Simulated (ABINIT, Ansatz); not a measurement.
**H6PbCBr3N (Pm): bands and cutoff in G0W0 with ABINIT**

Wanted: a converged G0W0 gap of H6PbCBr3N (Pm), or an estimate of the limit.

Program: ABINIT 10.8.3. Level of theory: PBEsol and many-body steps on it, plane waves. Results are calculated unless marked as measured.

**1. The structure**

The structure is monoclinic, space group Pm (No. 6). Conventional cell: a = 6.039 Å, b = 6.060 Å, c = 6.128 Å, α = 90.00°, β = 90.07°, γ = 90.00°. Nearest to H lie 1 N at 1.04 Å. H has 1 N at 1.04 Å nearest. Nearest to H lie 1 C at 1.09 Å. Nearest to H lie 1 C at 1.10 Å. Nearest to Pb lie 6 Br at 2.98 to 3.11 Å. Nearest to C lie 3 H at 1.09 to 1.10 Å and 1 N at 1.49 Å. Farther neighbours and most contacts between anions are not listed.

The cell and positions are those that the Materials Project relaxed with its own functionals (PBE, PBE+U or r2SCAN), kept fixed. Spin-orbit coupling is left out unless a step names it.

**2. Empty states on the mesh, 2×2×2 mesh, 337 bands**

This step: ABINIT 10.8.3; DFT, PBEsol, plane waves, norm-conserving pseudopotentials.

The sums over transitions need many empty states on a uniform mesh; this step solves for them.

The input, run.abi:

```
acell 3*1.0 Angstrom
rprim 
  6.038531000000 -0.000000000000 -0.000000000000
  -0.000000000000 6.059680000000 0.000000000000
  -0.007679000000 0.000000000000 6.128174000000
ntypat 5
znucl 1 82 6 35 7
natom 12
typat 1 1 1 1 1 1 2 3 4 4 4 5
xred 
  0.218258000000 0.862101000000 0.968190000000
  0.177786000000 0.000000000000 0.198636000000
  0.825095000000 0.851944000000 0.061619000000
  0.869341000000 0.000000000000 0.811715000000
  0.825095000000 0.148056000000 0.061619000000
  0.218258000000 0.137899000000 0.968190000000
  0.475266000000 0.500000000000 0.477994000000
  0.897311000000 0.000000000000 0.988520000000
  0.430028000000 0.500000000000 0.972748000000
  0.434852000000 0.000000000000 0.512708000000
  0.966538000000 0.500000000000 0.440736000000
  0.140606000000 0.000000000000 0.032465000000
pp_dirpath "pseudos"
pseudos "H.upf, Pb.upf, C.upf, Br.upf, N.upf"
ecut 37
ngkpt 2 2 2
nshiftk 1
shiftk 0 0 0
kptopt 1
chksymbreak 0
iscf -2
irdden 1
istwfk *1
nband 337
nbdbuf 30
tolwfr 1e-09
nstep 60
prtvol 0
indata_prefix "in"
outdata_prefix "out"
tmpdata_prefix "tmp"
```

Run with:

```sh
OMP_NUM_THREADS=1 mpirun -n 4 abinit run.abi > log
```

Numbers of over 12 decimals in the logs are rounded to 6 here.

Log:

```text
.Version 10.8.3 of ABINIT. v10.8.2 released Aug 2026.

 Symmetries : space group Pm (#  6); Bravais mP (primitive monocl.)
[... echo of the input left out ...]
== DATASET  1 ==================================================================
-   mpi_nproc: 4, omp_nthreads: 1 (-1 if OMP is not activated)

--- !DatasetInfo
iteration_state: {dtset: 1, }
dimensions: {natom: 12, nkpt: 8, mband: 337, nsppol: 1, nspinor: 1, nspden: 1, mpw: 16306, }
cutoff_energies: {ecut:  37.0, pawecutdg:  -1.0, }
[...]
2.36732    2.37062    2.37403    2.38098    2.38361    2.38759    2.38946    2.39103
   2.39245    2.39397    2.40521    2.40653    2.41409    2.41844    2.42166    2.42721
   2.43124
 prteigrs : prtvol=0 or 1, do not print more k-points.

== END DATASET(S) ==============================================================
================================================================================

 -outvars: echo values of variables after computation  --------
            nband         337
             nkpt           8
          spgroup           6
 [... the other variables as echoed above ...]

 Calculation completed.
```

Run time: 11 min. Hardware: 4 MPI ranks of Arm Neoverse V2, shared host; peak memory 1.2 GiB; 46 min of CPU time.

Numbers from this step:

```
gap                                                           : 2.005 eV
k of the valence top                                          : 0.5, 0.5, 0.5
k of the conduction bottom                                    : 0.5, 0.5, 0.5
least direct gap                                              : 2.005 eV
k points computed                                             : 8
lowest point of the top converged band, above the valence top : 59.7951 eV
```

On this mesh the gap is 2.005 eV.

The density comes from a self-consistent run that is not shown.

**3. Screening, 2×2×2 mesh, 76 bands, screening to 51.7 eV**

The RPA dielectric matrix is built and inverted for each q.

This step: RPA screening on PBEsol, plane waves, norm-conserving pseudopotentials.

Edit run.abi of step 2 so:

```diff
@@ -30,10 +30,11 @@
 chksymbreak 0
-iscf -2
-irdden 1
 istwfk *1
-nband 337
-nbdbuf 30
-tolwfr 1e-09
-nstep 60
-prtvol 0
+occopt 1
+irdwfk 1
+optdriver 3
+nband 76
+ecuteps 1.9
+inclvkb 2
+awtr 1
+symchi 1
 indata_prefix "in"
```

Log:

```text
.Version 10.8.3 of ABINIT. v10.8.2 released Aug 2026.

 Symmetries : space group Pm (#  6); Bravais mP (primitive monocl.)
[... echo of the input left out ...]
== DATASET  1 ==================================================================
-   mpi_nproc: 4, omp_nthreads: 1 (-1 if OMP is not activated)

--- !DatasetInfo
iteration_state: {dtset: 1, }
dimensions: {natom: 12, nkpt: 8, mband: 76, nsppol: 1, nspinor: 1, nspden: 1, mpw: 16306, }
cutoff_energies: {ecut:  37.0, pawecutdg:  -1.0, }
electrons: {nelect:   8.80000000E+01, charge:   0.00000000E+00, occopt:   1.00000000E+00, tsmear:   1.00000000E-02, }

 SCREENING: Calculation of the susceptibility and dielectric matrices

 Based on a program developped by R.W. Godby, V. Olevano, G. Onida, and L. Reining.
 Incorporated in ABINIT by V. Olevano, G.-M. Rignanese, and M. Torrent.
.Using double precision arithmetic ; gwpc =  8

[... cell and pseudopotentials left out ...]
--------------------------------------------------------------------------------

 ==== K-mesh for the wavefunctions ====
 Number of points in the irreducible wedge :     8
[... list of points left out ...]
 Together with  2 symmetry operations and time-reversal symmetry
 yields     8 points in the full Brillouin Zone.

 ==== Q-mesh for the screening function ====
 Number of points in the irreducible wedge :     8
[... list of points left out ...]
 Together with  2 symmetry operations and time-reversal symmetry
 yields     8 points in the full Brillouin Zone.

 setmesh: FFT mesh size selected  =    40x   40x   40
          total number of points  =        64000

 vcoul_init : cutoff-mode = AUXILIARY_FUNCTION
 q-points for optical limit:   1
     1)      0.000010    0.000020    0.000030

- screening: taking advantage of time-reversal symmetry
- Maximum band index for partially occupied states nbvw = 44
- Remaining bands to be divided among processors   nbcw = 32
- Number of bands treated by each node ~8

 Number of electrons calculated from density =   88.0000; Expected =   88.0000
 average of density, n =  0.058153
 r_s =    1.6012
 omega_plasma =   23.2618 [eV]

 calculating chi0 at frequencies [eV] :
  1    0.000000E+00    0.000000E+00
  2    0.000000E+00    2.326176E+01

--------------------------------------------------------------------------------
  q-point number  1        q = ( 0.000000, 0.000000, 0.000000) [r.l.u.]
--------------------------------------------------------------------------------
[... chi0 elements left out ...]
 For q-point:  0.000010 0.000020 0.000030
  dielectric constant =   6.4606
  dielectric constant without local fields =   7.2237

  Average fulfillment of the sum rule on Im[epsilon] for q-point    1 :     19.40  [%]
[... wings left out ...]
  q-point number  2        q = ( 0.500000, 0.000000, 0.000000) [r.l.u.]
--------------------------------------------------------------------------------
[... chi0 elements left out ...]
  Average fulfillment of the sum rule on Im[epsilon] for q-point    2 :     25.92  [%]

 [... 6 further q-points ...]
```

Wall time 61 s (4 MPI ranks); peak memory 3.1 GiB.

Numbers from this step:

- ε∞ with local fields, on this mesh, along the program's q direction: 6.461
- the same without local fields: 7.224
- plasma frequency: 23.26 eV
- plane waves in the screening matrix: 179

Local fields lower ε∞ by 11 %. On a Γ-centred mesh this coarse the value itself is usually too large, while a short band sum pulls it down.

**4. 76 bands, 51.7 eV**

The self-energy is evaluated for the states that the input lists, and the levels follow from it, in one-shot runs by the linearised quasiparticle equation.

This step: G0W0 on PBEsol, plane waves, norm-conserving pseudopotentials.

Edit run.abi of step 3 so:

```diff
@@ -33,8 +33,17 @@
 irdwfk 1
-optdriver 3
+optdriver 4
 nband 76
+gwcalctyp 0
+ecutsigx 37
+symsigma 1
+nkptgw 2
+kptgw 
+  0.5000000000 0.5000000000 0.5000000000
+  0.0000000000 0.0000000000 0.0000000000
+bdgw 
+  43 46
+  43 46
 ecuteps 1.9
-inclvkb 2
-awtr 1
-symchi 1
+irdscr 1
+ppmodel 1
 indata_prefix "in"
```

Log:

```text
.Version 10.8.3 of ABINIT. v10.8.2 released Aug 2026.

 Symmetries : space group Pm (#  6); Bravais mP (primitive monocl.)
[... echo of the input left out ...]
== DATASET  1 ==================================================================
-   mpi_nproc: 4, omp_nthreads: 1 (-1 if OMP is not activated)

--- !DatasetInfo
iteration_state: {dtset: 1, }
dimensions: {natom: 12, nkpt: 8, mband: 76, nsppol: 1, nspinor: 1, nspden: 1, mpw: 16306, }
cutoff_energies: {ecut:  37.0, pawecutdg:  -1.0, }
electrons: {nelect:   8.80000000E+01, charge:   0.00000000E+00, occopt:   1.00000000E+00, tsmear:   1.00000000E-02, }

 SIGMA: Calculation of the GW corrections

 Based on a program developped by R.W. Godby, V. Olevano, G. Onida, and L. Reining.
 Incorporated in ABINIT by V. Olevano, G.-M. Rignanese, and M. Torrent.
.Using double precision arithmetic ; gwpc =  8

[... cell and pseudopotentials left out ...]
--------------------------------------------------------------------------------

 ==== K-mesh for the wavefunctions ====
 Number of points in the irreducible wedge :     8
[... list of points left out ...]
 Together with  2 symmetry operations and time-reversal symmetry
 yields     8 points in the full Brillouin Zone.

 ==== Q-mesh for screening function ====
 Number of points in the irreducible wedge :     8
[... list of points left out ...]
 Together with  2 symmetry operations and time-reversal symmetry
 yields     8 points in the full Brillouin Zone.

 vcoul_init : cutoff-mode = AUXILIARY_FUNCTION
 q-points for optical limit:   1
     1)      0.000010    0.000020    0.000030
 setmesh: FFT mesh size selected  =    64x   64x   64
          total number of points  =       262144

 Number of electrons calculated from density =   88.0000; Expected =   88.0000
 average of density, n =  0.058153
 r_s =    1.6012
 omega_plasma =   23.2618 [eV]

 === KS Band Gaps ===
  >>>> For spin  1
   Minimum direct gap =   2.0047 [eV], located at k-point      :   0.5000  0.5000  0.5000
   Fundamental gap    =   2.0047 [eV], Top of valence bands at :   0.5000  0.5000  0.5000
                                       Bottom of conduction at :   0.5000  0.5000  0.5000
 SIGMA fundamental parameters:
 PLASMON POLE MODEL  1
 number of plane-waves for SigmaX                16279
 number of plane-waves for SigmaC and W            179
 number of plane-waves for wavefunctions         16279
 number of bands                                    76
 number of independent spin polarizations            1
 number of spinorial components                      1
 number of k-points in IBZ                           8
 number of q-points in IBZ                           8
 number of symmetry operations                       2
 number of k-points in BZ                            8
 number of q-points in BZ                            8
 number of frequencies for dSigma/dE                 9
 frequency step for dSigma/dE [eV]                0.25
 number of omega for Sigma on real axis              0
 max omega for Sigma on real axis  [eV]           0.00
 zcut for avoiding poles [eV]                     0.10

 EPSILON^-1 parameters (SCR file):
 dimension of the eps^-1 matrix on file            179
 dimension of the eps^-1 matrix used               179
 number of plane-waves for wavefunctions         16279
 number of bands                                    76
 number of q-points in IBZ                           8
 number of frequencies                               2
 number of real frequencies                          1
 number of imag frequencies                          1

 matrix elements of self-energy operator (all in [eV])

 Perturbative Calculation

--- !SelfEnergy_ee
iteration_state: {dtset: 1, }
kpoint     : [   0.500,    0.500,    0.500, ]
spin       : 1
KS_gap     :    2.005
QP_gap     :    4.020
Delta_QP_KS:    2.015
data: !SigmaeeData |
     Band     E0 <VxcDFT>   SigX SigC(E0)      Z dSigC/dE  Sig(E)    E-E0       E
       43  -0.462 -14.394 -19.340   3.386   0.786  -0.272 -15.619  -1.225  -1.687
       44   0.350 -15.279 -18.521   2.579   0.806  -0.240 -15.813  -0.534  -0.185
       45   2.354 -10.622  -6.649  -2.174   0.823  -0.215  -9.142   1.481   3.835
       46   2.367 -10.597  -6.591  -2.184   0.824  -0.214  -9.096   1.501   3.869

--- !SelfEnergy_ee
iteration_state: {dtset: 1, }
kpoint     : [   0.000,    0.000,    0.000, ]
spin       : 1
KS_gap     :    5.072
QP_gap     :    7.333
Delta_QP_KS:    2.261
data: !SigmaeeData |
     Band     E0 <VxcDFT>   SigX SigC(E0)      Z dSigC/dE  Sig(E)    E-E0       E
       43  -0.683 -14.002 -18.932   3.386   0.783  -0.278 -15.211  -1.209  -1.892
       44  -0.665 -14.012 -18.929   3.381   0.782  -0.279 -15.213  -1.201  -1.866
       45   4.408  -7.707  -3.909  -2.544   0.845  -0.183  -6.647   1.060   5.467
       46   5.519 -11.746  -7.688  -2.328   0.808  -0.238 -10.349   1.397   6.916

== END DATASET(S) ==============================================================
================================================================================

 -outvars: echo values of variables after computation  --------
           etotal      0.0000000000E+00
            nband          76
             nkpt           8
          spgroup           6
 [... the other variables as echoed above ...]

 Calculation completed.
```

Run time: 8.9 s. Hardware: 4 MPI ranks; peak memory 2.2 GiB.

Numbers from this step:

- G0W0 gap on the points computed: 4.02 eV
- starting gap on the mesh: 2.005 eV
- k of the valence top: 0.5, 0.5, 0.5
- k of the conduction bottom: 0.5, 0.5, 0.5
- Z at the valence top: 0.806
- Z at the conduction bottom: 0.823
- least direct G0W0 gap on the computed points: 4.02 eV

The gap on the mesh goes from 2.00 eV to 4.02 eV, a correction of +2.02 eV.

**5. Screening, 2×2×2 mesh, 151 bands, screening to 98 eV**

This step: RPA screening on PBEsol, plane waves, norm-conserving pseudopotentials.

Edit run.abi of step 4 so:

```diff
@@ -33,17 +33,8 @@
 irdwfk 1
-optdriver 4
-nband 76
-gwcalctyp 0
-ecutsigx 37
-symsigma 1
-nkptgw 2
-kptgw 
-  0.5000000000 0.5000000000 0.5000000000
-  0.0000000000 0.0000000000 0.0000000000
-bdgw 
-  43 46
-  43 46
-ecuteps 1.9
-irdscr 1
-ppmodel 1
+optdriver 3
+nband 151
+ecuteps 3.6
+inclvkb 2
+awtr 1
+symchi 1
 indata_prefix "in"
```

Log:

```text
.Version 10.8.3 of ABINIT. v10.8.2 released Aug 2026.

 Symmetries : space group Pm (#  6); Bravais mP (primitive monocl.)
[... echo of the input left out ...]
== DATASET  1 ==================================================================
-   mpi_nproc: 4, omp_nthreads: 1 (-1 if OMP is not activated)

--- !DatasetInfo
iteration_state: {dtset: 1, }
dimensions: {natom: 12, nkpt: 8, mband: 151, nsppol: 1, nspinor: 1, nspden: 1, mpw: 16306, }
cutoff_energies: {ecut:  37.0, pawecutdg:  -1.0, }
electrons: {nelect:   8.80000000E+01, charge:   0.00000000E+00, occopt:   1.00000000E+00, tsmear:   1.00000000E-02, }

 SCREENING: Calculation of the susceptibility and dielectric matrices

 Based on a program developped by R.W. Godby, V. Olevano, G. Onida, and L. Reining.
 Incorporated in ABINIT by V. Olevano, G.-M. Rignanese, and M. Torrent.
.Using double precision arithmetic ; gwpc =  8

[... cell and pseudopotentials left out ...]
--------------------------------------------------------------------------------

 ==== K-mesh for the wavefunctions ====
 Number of points in the irreducible wedge :     8
[... list of points left out ...]
 Together with  2 symmetry operations and time-reversal symmetry
 yields     8 points in the full Brillouin Zone.

 ==== Q-mesh for the screening function ====
 Number of points in the irreducible wedge :     8
[... list of points left out ...]
 Together with  2 symmetry operations and time-reversal symmetry
 yields     8 points in the full Brillouin Zone.

 setmesh: FFT mesh size selected  =    45x   45x   45
          total number of points  =        91125

 vcoul_init : cutoff-mode = AUXILIARY_FUNCTION
 q-points for optical limit:   1
     1)      0.000010    0.000020    0.000030

- screening: taking advantage of time-reversal symmetry
- Maximum band index for partially occupied states nbvw = 44
- Remaining bands to be divided among processors   nbcw = 107
- Number of bands treated by each node ~26

 Number of electrons calculated from density =   88.0000; Expected =   88.0000
 average of density, n =  0.058153
 r_s =    1.6012
 omega_plasma =   23.2618 [eV]

 calculating chi0 at frequencies [eV] :
  1    0.000000E+00    0.000000E+00
  2    0.000000E+00    2.326176E+01

--------------------------------------------------------------------------------
  q-point number  1        q = ( 0.000000, 0.000000, 0.000000) [r.l.u.]
--------------------------------------------------------------------------------
[... chi0 elements left out ...]
 For q-point:  0.000010 0.000020 0.000030
  dielectric constant =   6.4272
  dielectric constant without local fields =   7.3406

  Average fulfillment of the sum rule on Im[epsilon] for q-point    1 :     41.46  [%]
[... wings left out ...]
  q-point number  2        q = ( 0.500000, 0.000000, 0.000000) [r.l.u.]
--------------------------------------------------------------------------------
[... chi0 elements left out ...]
  Average fulfillment of the sum rule on Im[epsilon] for q-point    2 :     46.66  [%]

 [... 6 further q-points ...]
```

Run time: 3.8 min. Hardware: 4 MPI ranks; peak memory 4.8 GiB; 15 min of CPU time.

Numbers from this step:

- ε∞ with local fields, on this mesh, along the program's q direction: 6.427
- the same without local fields: 7.341
- plasma frequency: 23.26 eV
- plane waves in the screening matrix: 469

(Continued in part 2 of 2.)

[Paths, hosts, dates, memory and timing lines, banners, echoed tables and standing remarks are left out of the program output.]

[Logs are printed without paths, hosts, clocks, repeated set-up lines and the standing remarks that a program may print on its own settings, such as how far it seeks lower states.]

[Runs of the session that timed out or met a known fault of the program may be left out.]

[Hosts, paths, dates, database ids (printed as entryN), source tags and the programs' standing remarks are cut or masked in the printed files.]

[G0W0 gaps are taken among the corrected bands and points alone; a level outside them can change the order at an edge.]

[Where Ansatz stands beside ABINIT at settings called matched, ABINIT's density can come from a denser mesh and the files from another edition; pairs whose starting gaps differed by over 0.03 eV were left out, so agreement reads better than it is.]
